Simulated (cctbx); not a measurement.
# TiIn2Te4 with cctbx, script by script

Library: cctbx 2025.11.

## 1. Energy scan

run.py:

```python
from cctbx import adptbx, crystal, miller, xray
from cctbx.array_family import flex
from cctbx.eltbx import sasaki

cs = crystal.symmetry(unit_cell=(12.518, 3.978, 14.579, 90, 90, 90), space_group_symbol='Hall: -P 2ac 2n')  # Pnma
atoms = [  # label, site, U (iso, or U11 U22 U33 U12 U13 U23 in A^2), occupancy
    ("Te1", (0.9082, 0.25, 0.9258), (0.0088, 0.0103, 0.0106, 0.0000, -0.0003, 0.0000), 1),
    ("Te2", (0.0375, 0.25, 0.2812), (0.0089, 0.0078, 0.0103, 0.0000, -0.0001, 0.0000), 1),
    ("Te3", (0.624, 0.25, 0.9722), (0.0090, 0.0118, 0.0120, 0.0000, 0.0004, 0.0000), 1),
    ("Te4", (0.7029, 0.25, 0.6528), (0.0087, 0.0105, 0.0079, 0.0000, -0.0004, 0.0000), 1),
    ("In1", (0.9135, 0.25, 0.5942), (0.0076, 0.0094, 0.0117, 0.0000, 0.0000, 0.0000), 1),
    ("In2", (0.9476, 0.25, 0.1089), (0.0098, 0.0098, 0.0095, 0.0000, 0.0011, 0.0000), 1),
    ("Ti1", (0.2628, 0.25, 0.1809), (0.0146, 0.0144, 0.0131, 0.0000, -0.0000, 0.0000), 1),
]
xs = xray.structure(crystal_symmetry=cs)
for label, site, u, occ in atoms:
    u = adptbx.u_cif_as_u_star(cs.unit_cell(), u) if isinstance(u, tuple) else u
    xs.add_scatterer(xray.scatterer(label, site=site, u=u, occupancy=occ))
hkl = [(1, 0, 1), (1, 0, 3), (3, 0, 2), (0, 1, 1)]
ms = miller.set(cs, flex.miller_index(hkl + [tuple(-v for v in h) for h in hkl]), anomalous_flag=True)
print("E (eV)    f'(In)   f''   " + "".join("%16s" % ("|F|" + " ".join(map(str, h))) for h in hkl))
for e in [27340, 27690, 27820, 27880, 27910, 27925, 27932, 27936, 27944, 27948, 27955, 27970, 28000, 28090, 28340]:
    xs.set_inelastic_form_factors(12398.42 / e, "sasaki")
    t = sasaki.table("In").at_ev(e)
    f = flex.abs(ms.structure_factors_from_scatterers(xs, algorithm="direct").f_calc().data())
    n = len(hkl)
    print("%7.0f %7.2f %6.2f  " % (e, t.fp(), t.fdp()) + "".join("%9.1f/%6.1f" % (f[k], f[k + n]) for k in range(n)))
```

```console
$ python run.py
```

```text
E (eV)    f'(In)   f''           |F|1 0 1        |F|1 0 3        |F|3 0 2        |F|0 1 1
  27340   -3.38   0.58        6.3/   6.3     76.7/  76.7     87.7/  87.7      2.8/   2.8
  27690   -4.16   0.57        6.2/   6.2     75.8/  75.8     82.6/  82.6      3.0/   3.0
  27820   -4.83   0.56        6.1/   6.1     75.1/  75.1     78.2/  78.2      3.1/   3.1
  27880   -5.47   0.56        6.1/   6.1     74.4/  74.4     73.8/  73.8      3.3/   3.3
  27910   -6.11   0.56        6.0/   6.0     73.7/  73.7     69.5/  69.5      3.5/   3.5
  27925   -6.73   0.56        6.0/   6.0     73.1/  73.1     65.3/  65.3      3.6/   3.6
  27932   -7.29   0.56        5.9/   5.9     72.5/  72.5     61.4/  61.4      3.8/   3.8
  27936   -7.80   0.56        5.9/   5.9     71.9/  71.9     57.9/  57.9      3.9/   3.9
  27944   -8.79   3.58        5.8/   5.8     71.0/  71.0     55.3/  55.3      4.2/   4.2
  27948   -7.81   3.58        5.9/   5.9     72.0/  72.0     61.6/  61.6      3.9/   3.9
  27955   -6.94   3.58        5.9/   5.9     72.9/  72.9     67.2/  67.2      3.7/   3.7
  27970   -6.20   3.57        6.0/   6.0     73.7/  73.7     72.1/  72.1      3.4/   3.4
  28000   -5.50   3.57        6.1/   6.1     74.5/  74.5     76.8/  76.8      3.2/   3.2
  28090   -4.58   3.55        6.2/   6.2     75.4/  75.4     82.9/  82.9      2.9/   2.9
  28340   -3.59   3.50        6.2/   6.2     76.4/  76.4     89.7/  89.7      2.6/   2.6
```

Run time: 0.23 s on 1 thread of AMD EPYC 7B13 (Zen 3), on a shared host, peak memory 0.07 GiB.

[Logs are printed without paths, hosts, clocks, repeated set-up lines and the standing remarks that a program may print on its own settings, such as how far it seeks lower states.]
